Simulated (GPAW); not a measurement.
# STM contrast on 1T-IrSeTe monolayer, part 2 of 2

Aim: Tersoff-Hamann images of 1T-IrSeTe monolayer at several biases.

GPAW 26.7.0; GPAW, PAW setups; layer in a repeated cell with vacuum, relaxation of atoms and in-plane cell (the session's first sound run).

So far. Step 2 (Relaxing the atoms): The relaxation lowered the energy of the cell by 0.0397 eV (energies extrapolated to zero smearing; the optimiser's log prints free energies). The largest force left on a free atom is 0.014 eV/Å.

### 3. The slab's potential

The work function is the vacuum plateau of the electrostatic potential less the Fermi level; a dipole layer lets the two faces have plateaus of their own.

This step: GPAW, PAW setups; slab in vacuum (GPAW 26.7.0).

The cell differs from the one that the last finished run ended in (c 20.903 → 20.707 Å).

The input, run.py:

```python
import json
import numpy as np
from ase import Atoms
from ase.dft.stm import STM
from gpaw import GPAW, PW

slab = Atoms(
    ['Te', 'Ir', 'Se'],
    positions=[
        [1.90601, 1.10044, 9.00000],
        [-0.00000, 0.00000, 10.52787],
        [-0.00000, 2.20087, 11.70738]],
    cell=[[3.81203, -0.0, 0.0], [-1.90601, 3.30131, 0.0], [0.0, 0.0, 20.7074]],
    pbc=[True, True, False])

slab.calc = GPAW(mode=PW(400), xc='PBE', kpts={'size': (9, 9, 1), 'gamma': True},
                 occupations={'name': 'fermi-dirac', 'width': 0.05}, nbands='160%',
                 convergence={'density': 1e-05}, maxiter=200,
                 poissonsolver={'dipolelayer': 'xy'},
                 symmetry={'tolerance': 1e-3}, txt='slab.txt')
result = {}
energy = slab.get_potential_energy()
fermi = slab.calc.get_fermi_level()
v = slab.calc.get_electrostatic_potential().mean((0, 1)) - fermi
n = slab.calc.get_pseudo_density().mean((0, 1))
L = slab.cell[2, 2]
z = np.arange(len(v)) * L / len(v)
low, high = slab.positions[:, 2].min(), slab.positions[:, 2].max()
below, above = np.interp([low - 6.8, high + 6.8], z, v)
slopes = [np.interp(x, z, np.gradient(v, z)) for x in (low - 6.8, high + 6.8)]
eps = np.array([[slab.calc.get_eigenvalues(k, s) for k in range(len(slab.calc.get_ibz_k_points()))]
                for s in range(slab.calc.get_number_of_spins())]) - fermi
top, bottom = eps[eps < 0].max(), eps[eps > 0].min()
dipole = slab.get_dipole_moment()[2]
print(f'energy {energy:.4f} eV, Fermi level {fermi:.4f} eV, dipole {dipole:.5f} e A')
print(f'potential 6.8 A off the faces, from the Fermi level: lower {below:.4f} eV, upper {above:.4f} eV')
print(f'slope of the potential there: lower {slopes[0]:.5f}, upper {slopes[1]:.5f} eV/A')
print(f'nearest levels on the mesh: {top:.4f} and {bottom:.4f} eV')
print('magnetic moment', round(slab.get_magnetic_moment(), 3))
result.update(energy=energy, fermi=fermi, dipole=dipole, below=below, above=above, slopes=slopes, edges=[top, bottom],
              z=z.tolist(), v=v.tolist(), n=n.tolist(), positions=slab.positions.tolist(),
              forces=slab.get_forces(apply_constraint=False).tolist(), moments=slab.get_magnetic_moments().tolist())

# Images need the states of the whole zone, up to time reversal
slab.calc = slab.calc.fixed_density(symmetry={'point_group': False}, txt='states.txt', nbands='280%',
                                    convergence={'bands': 'CBM+2.3'})
stm = STM(slab)
result['stm'] = []
for bias in [-1.5, 2.0]:
    height = high + 4.0
    current = stm.get_averaged_current(bias, height)
    x, y, h = stm.scan(bias, current)
    i, f = divmod(height / L * stm.ldos.shape[2], 1)
    I = abs((1 - f) * stm.ldos[:, :, int(i)] + f * stm.ldos[:, :, int(i) + 1])
    print(f'bias {bias} V: mean current at 4.0 A {current:.4e}, corrugation {np.ptp(h):.4f} A')
    result['stm'].append(dict(bias=bias, current=current, h=(h - high).tolist(), I=I.tolist()))
json.dump(result, open('result.json', 'w'))
```

Command:

```sh
> OMP_NUM_THREADS=1 OPENBLAS_NUM_THREADS=1 python run.py
```

Output:

```text
energy -16.5015 eV, Fermi level -1.5701 eV, dipole -0.01122 e A
potential 6.8 A off the faces, from the Fermi level: lower 4.8429 eV, upper 5.0016 eV
slope of the potential there: lower 0.00002, upper -0.00004 eV/A
nearest levels on the mesh: -0.0106 and 0.0390 eV
magnetic moment 0.0
bias -1.5 V: mean current at 4.0 A 4.8362e-06, corrugation 0.4828 A
bias 2.0 V: mean current at 4.0 A 2.5457e-05, corrugation 0.1345 A
```

Elapsed: 2.3 min, on 1 thread of Arm Neoverse V1, shared host; peak memory 0.4 GiB.

Numbers from this step:

```yaml
dipole_along_the_normal: -0.01122 e·Å
levels_nearest_the_fermi_level_on_the_mesh: -0.01061, 0.03900 eV from the Fermi level
upper_work_function: 5.002 eV
lower_work_function: 4.843 eV
corrugation_minus_1p5: 0.4828 Å
corrugation_2: 0.1345 Å
```

The electrostatic potential energy of an electron (without an applied field's), less the Fermi level, planar mean by z:

z (Å), electrostatic potential energy of an electron (without an applied field's), less the Fermi level, planar mean (eV) and a bar from the least value:
```
        0        4.9 ##############################
        1        4.8 ##############################
        2        4.8 ##############################
        3        4.8 ##############################
        4        4.8 ##############################
        5        4.8 ##############################
        6        4.8 ##############################
        7        4.6 #############################
        8        1.2 #########################
        9      -17.4 
       10       -7.8 #############
       11      -10.2 ##########
       12       -9.2 ###########
       13        4.1 #############################
       14        5.0 ##############################
       15        5.0 ##############################
       16        5.0 ##############################
       17        5.0 ##############################
       18        5.0 ##############################
       19        5.0 ##############################
       20        5.0 ##############################
```

Pseudo valence density, planar mean against z:

```
z (Å)  pseudo valence density, planar mean (e/Å³)
  5.0                                      4.9e-5
  5.5                                      1.8e-4
  6.0                                      6.8e-4
  6.5                                     0.00259
  7.0                                      0.0103
  7.5                                      0.0390
  8.0                                       0.131
  8.5                                       0.244
  9.0                                       0.120
  9.5                                       0.377
 10.0                                       0.583
 10.5                                        1.21
 11.0                                       0.690
 11.5                                       0.368
 12.0                                       0.284
 12.5                                       0.168
 13.0                                      0.0447
 13.5                                      0.0100
 14.0                                     0.00213
 14.5                                      4.8e-4
 15.0                                      1.1e-4
```

Tip height over the top atom over a1 and a2. Sample bias -1.5 V, constant current at the mean current 4.0 Å over the top atom.

Values in Å, 12 rows by 16 columns, each cell a mean:
```
3.76 3.81 3.88 3.95 4.01 4.05 4.09 4.11 4.11 4.08 4.04 3.99 3.93 3.85 3.79 3.75
3.82 3.89 3.97 4.03 4.09 4.13 4.15 4.16 4.14 4.11 4.06 4.00 3.94 3.86 3.80 3.78
3.93 3.99 4.06 4.12 4.16 4.18 4.19 4.18 4.16 4.12 4.06 3.99 3.93 3.86 3.83 3.86
3.99 4.05 4.11 4.16 4.19 4.20 4.20 4.18 4.15 4.10 4.03 3.98 3.92 3.88 3.88 3.92
4.03 4.10 4.14 4.17 4.19 4.19 4.18 4.16 4.11 4.05 4.00 3.94 3.90 3.90 3.92 3.97
4.05 4.10 4.14 4.16 4.17 4.17 4.15 4.11 4.06 4.01 3.96 3.91 3.90 3.91 3.95 4.00
4.04 4.07 4.10 4.11 4.11 4.09 4.07 4.03 3.99 3.94 3.91 3.89 3.89 3.92 3.96 4.00
4.00 4.02 4.04 4.04 4.03 4.02 3.99 3.97 3.93 3.90 3.88 3.88 3.89 3.91 3.94 3.98
3.94 3.95 3.95 3.95 3.94 3.93 3.92 3.90 3.89 3.89 3.88 3.88 3.89 3.90 3.91 3.92
3.86 3.85 3.85 3.86 3.87 3.88 3.89 3.90 3.91 3.92 3.91 3.91 3.90 3.88 3.87 3.86
3.77 3.76 3.78 3.81 3.85 3.90 3.93 3.96 3.98 3.98 3.97 3.94 3.91 3.86 3.82 3.79
3.73 3.75 3.79 3.85 3.91 3.96 4.00 4.02 4.03 4.02 4.00 3.97 3.92 3.86 3.80 3.75
```
Columns: a1 from 0 to 0.944; rows upwards: a2 from 0 to 0.944.

Local density of states summed over the bias window over a1 and a2. Sample bias -1.5 V, constant height 4.0 Å over the top atom.

Ten even steps from '_' (2.57 × 1e-6 arbitrary) to '@' (8.75 × 1e-6 arbitrary):
```
____....::--==++****++==--::....____
__....--==++**######**++==--....____
....--==++**##%%%%##**++==--....____
..::==++**%%%%@@%%%%**++==::........
::--++**%%@@@@@@@@%%**++--::........
--==**##%%@@@@@@%%##**==--::......::
==++##%%@@@@@@@@%%##++==--::....::--
==**##%%%%@@%%%%##**==--::......::--
==**####%%%%####**==--::::....::::--
==++**********++==--::::......::::--
====++++++++====--::::........::::--
----======------::::..........::::--
::::----::::::::................::::
....................................
..................::::::::..........
________......::::::::::::::......__
________....::------------::....____
______....::--==========--::....____
```
Columns: a1 from 0 to 0.944; rows upwards: a2 from 0 to 0.944.

Tip height over the top atom over a1 and a2. Sample bias 2 V, constant current at the mean current 4.0 Å over the top atom.

Ten even steps from '_' (3.94 Å) to '@' (4.08 Å):
```
____..::--==++++****++++==--::..____
__..::--==++**######**++==--::..____
..::--==++**##%%%%##**++==--::..____
::--==++**##%%@@%%##**++==--::......
--==++**##@@@@@@@@##**++==--::....::
==++**##%%@@@@@@%%##**++==::::::::::
==++##%%@@@@@@@@%%##++==--::::::::--
++**##%%%%@@%%%%##**++==--::::::--==
++**############**++==--::::::::--==
++++**********++++==--::::::::::--==
==++++++++++++====--::::....::::--==
==============----::::......::::----
------------::::::::::....::::::::::
::::::::::::::::::::::::::::::::::::
............::::::::::::::::::::....
________....::::----------::::....__
________..::::--========--::::..____
______..::--====++++++====--::..____
```
Columns: a1 from 0 to 0.944; rows upwards: a2 from 0 to 0.944.

Local density of states summed over the bias window over a1 and a2. Sample bias 2 V, constant height 4.0 Å over the top atom.

Ten even steps from '_' (2.24 × 1e-5 arbitrary) to '@' (3.07 × 1e-5 arbitrary):
```
____....::====++****++====::....____
__....::==++**######**++==::....____
....::==++**##%%%%##**++==::....____
::::==++**##%%@@%%##**++==::::......
::==++**##%%@@@@%%##**++==::........
--==**##%%@@@@@@%%##**==--::......::
==++##%%@@@@@@@@%%##++==::::....::::
==**##%%%%%%%%%%##**==--::......::--
++**############**++--::::....::::--
==++**********++==----::......::----
====++++++++====--::::........::::--
--==========--::::::..........::::::
::::::::::::::::................::::
::......::..........................
..................::::::::..........
________......::::::--::::::......__
________....::::--------::::....____
______..::::--====++====--::::..____
```
Columns: a1 from 0 to 0.944; rows upwards: a2 from 0 to 0.944.

The potential is flat to 3.5e-5 eV/Å where it is read, so the vacuum is wide enough.

### 4. A changed run

One more run, with changed settings.

run.py: that of step 3 with these lines changed.

```diff
@@ -3,3 +3,2 @@
 from ase import Atoms
-from ase.dft.stm import STM
 from gpaw import GPAW, PW
@@ -15,5 +14,5 @@
 
-slab.calc = GPAW(mode=PW(400), xc='PBE', kpts={'size': (9, 9, 1), 'gamma': True},
+slab.calc = GPAW(mode=PW(60), xc='PBE', kpts={'size': (9, 9, 1), 'gamma': True},
                  occupations={'name': 'fermi-dirac', 'width': 0.05}, nbands='160%',
-                 convergence={'density': 1e-05}, maxiter=200,
+                 convergence={'density': 1e-05}, maxiter=100,
                  poissonsolver={'dipolelayer': 'xy'},
@@ -42,16 +41,2 @@
               forces=slab.get_forces(apply_constraint=False).tolist(), moments=slab.get_magnetic_moments().tolist())
-
-# Images need the states of the whole zone, up to time reversal
-slab.calc = slab.calc.fixed_density(symmetry={'point_group': False}, txt='states.txt', nbands='280%',
-                                    convergence={'bands': 'CBM+2.3'})
-stm = STM(slab)
-result['stm'] = []
-for bias in [-1.5, 2.0]:
-    height = high + 4.0
-    current = stm.get_averaged_current(bias, height)
-    x, y, h = stm.scan(bias, current)
-    i, f = divmod(height / L * stm.ldos.shape[2], 1)
-    I = abs((1 - f) * stm.ldos[:, :, int(i)] + f * stm.ldos[:, :, int(i) + 1])
-    print(f'bias {bias} V: mean current at 4.0 A {current:.4e}, corrugation {np.ptp(h):.4f} A')
-    result['stm'].append(dict(bias=bias, current=current, h=(h - high).tolist(), I=I.tolist()))
 json.dump(result, open('result.json', 'w'))
```

Output:

```text
energy 153.4472 eV, Fermi level -2.1670 eV, dipole -0.08692 e A
potential 6.8 A off the faces, from the Fermi level: lower 6.5873 eV, upper 8.2653 eV
slope of the potential there: lower -0.12344, upper 0.17667 eV/A
nearest levels on the mesh: -0.1115 and 0.1400 eV
magnetic moment 0.0
```

Elapsed: 7.3 s, on 1 thread; peak memory 0.12 GiB.

The run finished. A setting was moved off its sound value on purpose, so it serves as a test and not as the result.

The fault put into the input: a cutoff far too low (ecut = 60).

Side by side:

```
                     quantity   this run  sound run  difference
dipole along the normal (e·Å)  -0.086922  -0.011222     -0.0757
```

The two runs differ clearly in the dipole along the normal: -0.0869 e·Å against -0.0112 e·Å.

### 5. What came out

| Item | Value |
| --- | --- |
| work function, upper and lower face | 5.002 and 4.843 eV |
| dipole along the normal | -0.0112 e Å |
| corrugation at -1.5 V | 0.483 Å |
| corrugation at 2 V | 0.134 Å |

**Reading.** The corrugation at constant current is largest at -1.5 V, where the tip height varies by 0.48 Å over the cell. Negative sample bias images filled states, positive bias empty ones. The two faces differ by 0.16 eV, the step that the slab's dipole makes (e p/(ε0 A) gives 0.16 eV), so the dipole layer is needed. The images are of Tersoff-Hamann type: an s-wave tip, no tip-sample forces, heights closer than in a microscope. The starting lattice was a guess from atomic radii; the relaxation moved it by 3 %. The relaxation of atoms and cell ran in a fully periodic cell without the dipole layer, so the atoms of this polar layer felt a small spurious field. The cell holds an odd number of electrons, so without spin polarisation it must come out metallic and without a moment, whatever its true state. The layer's cell and atoms come from the relaxation; spin-orbit coupling and temperature are left out.

[Logs are printed without paths, hosts, clocks, repeated set-up lines and the standing remarks that a program may print on its own settings, such as how far it seeks lower states.]

[Hosts, paths, dates, database ids (printed as entryN), source tags and the programs' standing remarks are cut or masked in the printed files.]
